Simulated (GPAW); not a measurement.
# Screening of a field by Si/Ta(100)

Aim: the dipole that a field along the normal induces in Si/Ta(100).

Program: GPAW 26.7.0. Level of theory: GPAW, PAW setups; slab in vacuum, relaxation, in the first sound run; inputs show where later runs differ. Results are calculated unless marked as measured.

**1. The starting structure**

The cell holds 6 atoms: 5 Ta and 1 Si. Cell: a = 3.310 Å, b = 3.310 Å, c = 23.063 Å, α = 90.0°, β = 90.0°, γ = 90.0°. Vacuum lies along c.

**2. Relaxing the atoms**

The atoms are relaxed first, since the surface dipole, and with it the work function, follows the positions of the outer layers. The lowest 3 atoms are held at bulk positions and keep their forces.

Contents of run.py:

```python
import json
import numpy as np
from ase import Atoms
from ase.constraints import FixAtoms
from ase.optimize import BFGS
from gpaw import GPAW, PW

slab = Atoms(
    ['Ta', 'Ta', 'Ta', 'Ta', 'Ta', 'Si'],
    positions=[
        [0.00000, 0.00000, 7.00000],
        [1.65500, 1.65500, 8.65500],
        [0.00000, 0.00000, 10.31000],
        [1.65500, 1.65500, 11.96500],
        [0.00000, 0.00000, 13.62000],
        [1.65500, 0.00000, 16.06263]],
    cell=[[3.31, 0.0, 0.0], [0.0, 3.31, 0.0], [0.0, 0.0, 23.06263]],
    pbc=[True, True, False])

slab.calc = GPAW(mode=PW(400), xc='PBE', kpts={'size': (10, 10, 1), 'gamma': True},
                 occupations={'name': 'fermi-dirac', 'width': 0.1}, nbands='200%',
                 convergence={'density': 1e-05}, maxiter=200,
                 poissonsolver={'dipolelayer': 'xy'},
                 symmetry={'tolerance': 1e-3, 'extra_ids': [1, 1, 1, 0, 0, 0]}, txt='slab.txt')
result = {}
slab.set_constraint(FixAtoms([0, 1, 2]))
path = []
opt = BFGS(slab, maxstep=0.2)
opt.attach(lambda: path.append((slab.get_potential_energy(), slab.positions.tolist(), slab.get_forces().tolist())))
result['relaxed'] = bool(opt.run(fmax=0.03, steps=40))
result['path'] = path
energy = slab.get_potential_energy()
fermi = slab.calc.get_fermi_level()
v = slab.calc.get_electrostatic_potential().mean((0, 1)) - fermi
n = slab.calc.get_pseudo_density().mean((0, 1))
L = slab.cell[2, 2]
z = np.arange(len(v)) * L / len(v)
low, high = slab.positions[:, 2].min(), slab.positions[:, 2].max()
below, above = np.interp([low - 4.8, high + 4.8], z, v)
slopes = [np.interp(x, z, np.gradient(v, z)) for x in (low - 4.8, high + 4.8)]
eps = np.array([[slab.calc.get_eigenvalues(k, s) for k in range(len(slab.calc.get_ibz_k_points()))]
                for s in range(slab.calc.get_number_of_spins())]) - fermi
top, bottom = eps[eps < 0].max(), eps[eps > 0].min()
dipole = slab.get_dipole_moment()[2]
print(f'energy {energy:.4f} eV, Fermi level {fermi:.4f} eV, dipole {dipole:.5f} e A')
print(f'potential 4.8 A off the faces, from the Fermi level: lower {below:.4f} eV, upper {above:.4f} eV')
print(f'slope of the potential there: lower {slopes[0]:.5f}, upper {slopes[1]:.5f} eV/A')
print(f'nearest levels on the mesh: {top:.4f} and {bottom:.4f} eV')
print('magnetic moment', round(slab.get_magnetic_moment(), 3))
result.update(energy=energy, fermi=fermi, dipole=dipole, below=below, above=above, slopes=slopes, edges=[top, bottom],
              z=z.tolist(), v=v.tolist(), n=n.tolist(), positions=slab.positions.tolist(),
              forces=slab.get_forces(apply_constraint=False).tolist(), moments=slab.get_magnetic_moments().tolist())
json.dump(result, open('result.json', 'w'))
```

Run with:

```console
> OMP_NUM_THREADS=1 OPENBLAS_NUM_THREADS=1 python run.py
```

Output:

```text
Step          Energy          fmax
BFGS:    0      -50.433942        1.207097
BFGS:    1      -50.466619        1.180503
BFGS:    2      -50.713557        0.492834
BFGS:    3      -50.723689        0.513716
BFGS:    4      -50.728409        0.371646
BFGS:    5      -50.734890        0.300248
BFGS:    6      -50.754205        0.410081
BFGS:    7      -50.771966        0.395371
BFGS:    8      -50.787928        0.389232
BFGS:    9      -50.796304        0.364600
BFGS:   10      -50.799235        0.266833
BFGS:   11      -50.802051        0.093454
BFGS:   12      -50.802811        0.029492
energy -50.6960 eV, Fermi level 2.3742 eV, dipole -0.04769 e A
potential 4.8 A off the faces, from the Fermi level: lower 3.9599 eV, upper 4.7474 eV
slope of the potential there: lower -0.00364, upper 0.00041 eV/A
nearest levels on the mesh: -0.0020 and 0.0025 eV
magnetic moment 0.0
```

Run time: 73 min. Hardware: 1 thread of Arm Neoverse V1, shared host; peak memory 0.41 GiB.

Step by step:

| step | energy less that of the first step (eV) | largest force (eV/Å) |
| --- | --- | --- |
| 1 | 0.0000 | 1.2071 |
| 2 | -0.0328 | 1.1805 |
| 3 | -0.2832 | 0.4928 |
| 4 | -0.2941 | 0.5137 |
| 5 | -0.2988 | 0.3716 |
| 6 | -0.3059 | 0.3002 |
| 7 | -0.3280 | 0.4101 |
| 8 | -0.3491 | 0.3954 |
| 9 | -0.3682 | 0.3892 |
| 10 | -0.3781 | 0.3646 |
| 11 | -0.3808 | 0.2668 |
| 12 | -0.3827 | 0.0935 |
| 13 | -0.3829 | 0.0295 |

The atoms that moved most (Å):

```
atom     dx     dy      dz  length
 Si6  0.000  0.000  -0.525   0.525
 Ta5  0.000  0.000  -0.047   0.047
 Ta4  0.000  0.000   0.032   0.032
```

The relaxed structure:

```
Ta Si
1.0
     3.31000    0.00000    0.00000
     0.00000    3.31000    0.00000
     0.00000    0.00000   23.06263
Ta Si
5 1
Cartesian
  0.0000 0.0000 7.0000
  1.6550 1.6550 8.6550
  0.0000 0.0000 10.3100
  1.6550 1.6550 11.9966
  0.0000 0.0000 13.5731
  1.6550 0.0000 15.5374
```

Numbers from this step:

* dipole along the normal: -0.04769 e·Å
* levels nearest the Fermi level on the mesh: -0.002035, 0.002471 eV from the Fermi level
* upper work function: 4.747 eV
* lower work function: 3.960 eV

The electrostatic potential energy of an electron (without an applied field's), less the Fermi level, planar mean oscillates, so the rows of the table below give means over windows of 1.71 Å about each position, cut where the curve ends. Its maxima inside the range that stand out by 2 % of the span (Å: eV): 7.8: -6.95, 9.5: -6.92, 11.1: -6.48, 12.8: -8.02, 14.6: -1.42. Its minima: 7.0: -17.6, 8.6: -17.3, 10.4: -17.1, 12.0: -17.0, 13.6: -17.6, 15.5: -10.3.

Table of electrostatic potential energy of an electron (without an applied field's), less the Fermi level, planar mean by z; means over each step:

```
z (Å)  electrostatic potential energy of an electron (without an applied field's), less the Fermi level, planar mean (eV)
 0.85                                                                                                                4.00
 2.56                                                                                                                3.96
 4.28                                                                                                                3.73
 5.98                                                                                                               -3.02
 7.70                                                                                                               -12.1
 9.41                                                                                                               -12.0
11.12                                                                                                               -11.6
12.82                                                                                                               -12.9
14.54                                                                                                               -6.30
16.25                                                                                                               -2.08
17.96                                                                                                                4.61
19.66                                                                                                                4.75
21.38                                                                                                                4.75
```

The pseudo valence density, planar mean oscillates, so the rows of the table below give means over windows of 1.71 Å about each position, cut where the curve ends. Its maxima inside the range that stand out by 2 % of the span (Å: e/Å³): 7.0: 1.09, 8.8: 1.08, 10.3: 1.11, 12.0: 1.12, 13.7: 1.05. Its minima: 7.9: 0.427, 9.4: 0.418, 11.1: 0.394, 12.8: 0.456.

Pseudo valence density, planar mean against z; means over each step:

```
z (Å)  pseudo valence density, planar mean (e/Å³)
 0.85                                      4.0e-6
 2.56                                      1.6e-4
 4.28                                     0.00545
 5.98                                       0.248
 7.70                                       0.722
 9.41                                       0.727
11.12                                       0.710
12.82                                       0.769
14.54                                       0.379
16.25                                       0.117
17.96                                     0.00529
19.66                                      5.9e-5
```

The relaxation lowered the energy of the cell by 0.383 eV (energies extrapolated to zero smearing; the optimiser's log prints free energies). The largest force left on a free atom is 0.029 eV/Å.

**3. The slab's potential**

With the geometry fixed, the planar mean of the potential gives the vacuum level on each side.

This step: GPAW, PAW setups; slab in vacuum (GPAW 26.7.0).

run.py: that of step 2 with these lines changed.

```diff
@@ -3,4 +3,2 @@
 from ase import Atoms
-from ase.constraints import FixAtoms
-from ase.optimize import BFGS
 from gpaw import GPAW, PW
@@ -13,5 +11,5 @@
         [0.00000, 0.00000, 10.31000],
-        [1.65500, 1.65500, 11.96500],
-        [0.00000, 0.00000, 13.62000],
-        [1.65500, 0.00000, 16.06263]],
+        [1.65500, 1.65500, 11.99658],
+        [0.00000, 0.00000, 13.57315],
+        [1.65500, -0.00000, 15.53742]],
     cell=[[3.31, 0.0, 0.0], [0.0, 3.31, 0.0], [0.0, 0.0, 23.06263]],
@@ -23,10 +21,4 @@
                  poissonsolver={'dipolelayer': 'xy'},
-                 symmetry={'tolerance': 1e-3, 'extra_ids': [1, 1, 1, 0, 0, 0]}, txt='slab.txt')
+                 symmetry={'tolerance': 1e-3}, txt='slab.txt')
 result = {}
-slab.set_constraint(FixAtoms([0, 1, 2]))
-path = []
-opt = BFGS(slab, maxstep=0.2)
-opt.attach(lambda: path.append((slab.get_potential_energy(), slab.positions.tolist(), slab.get_forces().tolist())))
-result['relaxed'] = bool(opt.run(fmax=0.03, steps=40))
-result['path'] = path
 energy = slab.get_potential_energy()
```

Output:

```text
energy -50.6960 eV, Fermi level 2.3742 eV, dipole -0.04770 e A
potential 4.8 A off the faces, from the Fermi level: lower 3.9599 eV, upper 4.7475 eV
slope of the potential there: lower -0.00363, upper 0.00040 eV/A
nearest levels on the mesh: -0.0020 and 0.0025 eV
magnetic moment 0.0
```

Wall time 6.5 min (1 thread); peak memory 0.4 GiB.

Numbers from this step:

- dipole along the normal: -0.04770 e·Å
- levels nearest the Fermi level on the mesh: -0.002035, 0.002467 eV from the Fermi level

The electrostatic potential energy of an electron (without an applied field's), less the Fermi level, planar mean oscillates, so the rows of the table below give means over windows of 1.71 Å about each position, cut where the curve ends. Its maxima inside the range that stand out by 2 % of the span (Å: eV): 7.8: -6.95, 9.5: -6.92, 11.1: -6.48, 12.8: -8.02, 14.6: -1.42. Its minima: 7.0: -17.6, 8.6: -17.3, 10.4: -17.1, 12.0: -17.0, 13.6: -17.6, 15.5: -10.3.

Table of electrostatic potential energy of an electron (without an applied field's), less the Fermi level, planar mean by z; means over each step:

(Unchanged from step 2.)

Table of pseudo valence density, planar mean by z:

z (Å), pseudo valence density, planar mean (e/Å³) and a bar:
```
     0.00       0.00 
     0.64       0.00 
     1.28       0.00 
     1.92       0.00 
     2.56       0.00 
     2.99       0.00 
     3.63       0.00 
     4.27       0.00 
     4.91       0.01 
     5.55       0.04 #
     6.19       0.20 ######
     6.83       0.98 ###########################
     7.47       0.59 ################
     8.11       0.54 ###############
     8.54       1.07 ##############################
     9.18       0.54 ###############
     9.82       0.58 ################
    10.46       1.03 #############################
    11.10       0.39 ###########
    11.74       0.90 #########################
    12.39       0.72 ####################
    13.03       0.54 ###############
    13.67       1.05 #############################
    14.31       0.31 #########
    14.73       0.22 ######
    15.38       0.18 #####
    16.02       0.17 #####
    16.66       0.07 ##
    17.30       0.01 
    17.94       0.00 
    18.58       0.00 
    19.22       0.00 
    19.86       0.00 
    20.29       0.00 
    20.93       0.00 
    21.57       0.00 
    22.21       0.00 
    22.85       0.00
```

Force by atom:

```
atom  x (eV/Å)  y (eV/Å)  z (eV/Å)  size
 Ta1      0.00      0.00      1.32  1.32
 Ta2      0.00      0.00     -1.38  1.38
 Ta3      0.00      0.00      0.08  0.08
 Ta4      0.00      0.00      0.00  0.00
 Ta5      0.00      0.00     -0.03  0.03
 Si6      0.00      0.00      0.02  0.02
```

The potential is flat to 0.004 eV/Å where it is read, so the vacuum is wide enough.

**4. Field on**

A uniform field along the normal polarises the slab; the atoms stay fixed, so this is the electronic response alone.

run.py: that of step 3 with these lines changed.

```diff
@@ -4,2 +4,3 @@
 from gpaw import GPAW, PW
+from gpaw.external import ConstantElectricField
 
@@ -21,2 +22,3 @@
                  poissonsolver={'dipolelayer': 'xy'},
+                 external=ConstantElectricField(-0.2, [0, 0, 1]),
                  symmetry={'tolerance': 1e-3}, txt='slab.txt')
```

Output:

```text
energy -50.7201 eV, Fermi level 2.4331 eV, dipole -0.19676 e A
potential 4.8 A off the faces, from the Fermi level: lower 2.6028 eV, upper 5.8532 eV
slope of the potential there: lower -0.00241, upper 0.00062 eV/A
nearest levels on the mesh: -0.0020 and 0.0091 eV
magnetic moment 0.0
```

Run time: 8 min. Hardware: 1 thread; peak memory 0.54 GiB.

Numbers from this step:

* dipole along the normal: -0.1968 e·Å
* levels nearest the Fermi level on the mesh: -0.001984, 0.009143 eV from the Fermi level
* potential below the slab, the applied field's own ramp left out: 2.603 eV from the Fermi level
* potential above the slab, the applied field's own ramp left out: 5.853 eV from the Fermi level

Table of electrostatic potential energy of an electron (without an applied field's), less the Fermi level, planar mean by z:

```
z (Å)  electrostatic potential energy of an electron (without an applied field's), less the Fermi level, planar mean (eV)
  0.0                                                                                                                4.23
  0.5                                                                                                                2.60
  1.0                                                                                                                2.60
  1.5                                                                                                                2.60
  2.0                                                                                                                2.60
  2.5                                                                                                                2.60
  3.0                                                                                                                2.60
  3.5                                                                                                                2.58
  4.0                                                                                                                2.54
  4.5                                                                                                                2.41
  5.0                                                                                                                2.04
  5.5                                                                                                               0.966
  6.0                                                                                                               -2.02
  6.5                                                                                                               -10.1
  7.0                                                                                                               -18.4
  7.5                                                                                                               -11.2
  8.0                                                                                                               -8.43
  8.5                                                                                                               -16.7
  9.0                                                                                                               -13.6
  9.5                                                                                                               -7.33
 10.0                                                                                                               -14.0
 10.5                                                                                                               -15.8
 11.0                                                                                                               -7.25
 11.5                                                                                                               -9.83
 12.0                                                                                                               -16.9
 12.5                                                                                                               -10.1
 13.0                                                                                                               -9.37
 13.5                                                                                                               -16.9
 14.0                                                                                                               -9.86
 14.5                                                                                                               -1.36
 15.0                                                                                                               -3.06
 15.5                                                                                                               -9.46
 16.0                                                                                                               -3.37
 16.5                                                                                                                2.85
 17.0                                                                                                                5.00
 17.5                                                                                                                5.62
 18.0                                                                                                                5.79
 18.5                                                                                                                5.83
 19.0                                                                                                                5.85
 19.5                                                                                                                5.85
 20.0                                                                                                                5.85
 20.5                                                                                                                5.85
 21.0                                                                                                                5.85
 21.5                                                                                                                5.85
 22.0                                                                                                                5.85
 22.5                                                                                                                5.85
```

Force by atom:

```
atom  x (eV/Å)  y (eV/Å)  z (eV/Å)  size
 Ta1      0.00      0.00      1.33  1.33
 Ta2      0.00      0.00     -1.39  1.39
 Ta3      0.00      0.00      0.08  0.08
 Ta4      0.00      0.00     -0.01  0.01
 Ta5      0.00      0.00     -0.05  0.05
 Si6      0.00      0.00      0.04  0.04
```

The dipole is now -0.197 e Å, against -0.048 in the run without a field.

(Part 1 of 2 ends here.)

[Logs are printed without paths, hosts, clocks, repeated set-up lines and the standing remarks that a program may print on its own settings, such as how far it seeks lower states.]

[Hosts, paths, dates, database ids (printed as entryN), source tags and the programs' standing remarks are cut or masked in the printed files.]
